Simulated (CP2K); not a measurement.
Consider 3-methoxythiophene at its PBE geometry (Å).

```xyz
13

C     2.0858   -0.4279    0.1792
O     1.2781    0.7516    0.0909
C    -0.0761    0.5586   -0.0150
C    -0.7620   -0.6955   -0.0454
C    -2.1249   -0.5296   -0.1638
S    -2.5618    1.1250   -0.2366
C    -0.9315    1.6419   -0.1105
H     3.1198   -0.0756    0.2537
H     1.9768   -1.0549   -0.7199
H     1.8347   -1.0191    1.0740
H    -0.2822   -1.6682    0.0181
H    -2.8877   -1.2999   -0.2112
H    -0.6690    2.6938   -0.1136
```

Method: CP2K XAS_TDP, all-electron GAPW, PBEh(45%), aug-cc-pVDZ, TDA, no relativity.

Where do the C K-edge lines lie, and how strong are they?

Leading lines: C1 285.02 eV, C3 283.53 eV, C4 281.86 eV, C5 281.85 eV and C7 282.00 eV. The leading line of an atom is its first one with 35 % of the strongest within 2.5 eV of its lowest line over the strength cut. 

The first six lines of each atom with a strength over 0.0015:

| atom | energy (eV) | states | strength, one atom |
| --- | --- | --- | --- |
| C1 (bonded to O and 3 H) | 285.02 | 1 | 0.0366 |
|  | 285.33 | 1 | 0.0019 |
|  | 285.60 | 1 | 0.0134 |
|  | 286.02 | 1 | 0.0242 |
|  | 286.32 | 1 | 0.0109 |
|  | 286.88 | 1 | 0.0026 |
| C3 (bonded to 2 C and O) | 283.53 | 1 | 0.0527 |
|  | 285.50 | 1 | 0.0136 |
|  | 286.01 | 1 | 0.0155 |
|  | 286.92 | 1 | 0.0072 |
|  | 287.62 | 1 | 0.0021 |
|  | 287.68 | 1 | 0.0016 |
| C4 (bonded to 2 C and H) | 281.86 | 1 | 0.0419 |
|  | 284.31 | 1 | 0.0095 |
|  | 284.60 | 1 | 0.0119 |
|  | 285.07 | 1 | 0.0019 |
|  | 285.28 | 1 | 0.0047 |
|  | 285.56 | 1 | 0.0017 |
| C5 (bonded to C, S and H) | 281.85 | 1 | 0.0507 |
|  | 284.58 | 1 | 0.0271 |
|  | 284.97 | 1 | 0.0160 |
|  | 285.78 | 1 | 0.0047 |
|  | 286.67 | 1 | 0.0019 |
|  | 287.23 | 1 | 0.0024 |
| C7 (bonded to C, S and H) | 282.00 | 1 | 0.0433 |
|  | 284.06 | 1 | 0.0293 |
|  | 284.83 | 1 | 0.0118 |
|  | 285.40 | 1 | 0.0031 |
|  | 285.92 | 1 | 0.0038 |
|  | 286.15 | 1 | 0.0017 |

Lines are vertical, at one geometry, with no vibrational structure. Without a correction of the core level, line positions, and the gaps between valence and Rydberg lines, follow the share of exact exchange. At this level such K lines come out 3 to 6 eV under measured ones. These values hold no scalar relativity, about 0.1 eV for C 1s. Rydberg lines, and the discretised continuum above threshold, depend on the basis and the box.

[Banner, clock and machine lines of the logs are left out without a mark of their own.]

[Logs are printed without paths, hosts, clocks, repeated set-up lines and the standing remarks that a program may print on its own settings, such as how far it seeks lower states.]

[Hosts, paths, dates, database ids (printed as entryN), source tags and the programs' standing remarks are cut or masked in the printed files.]
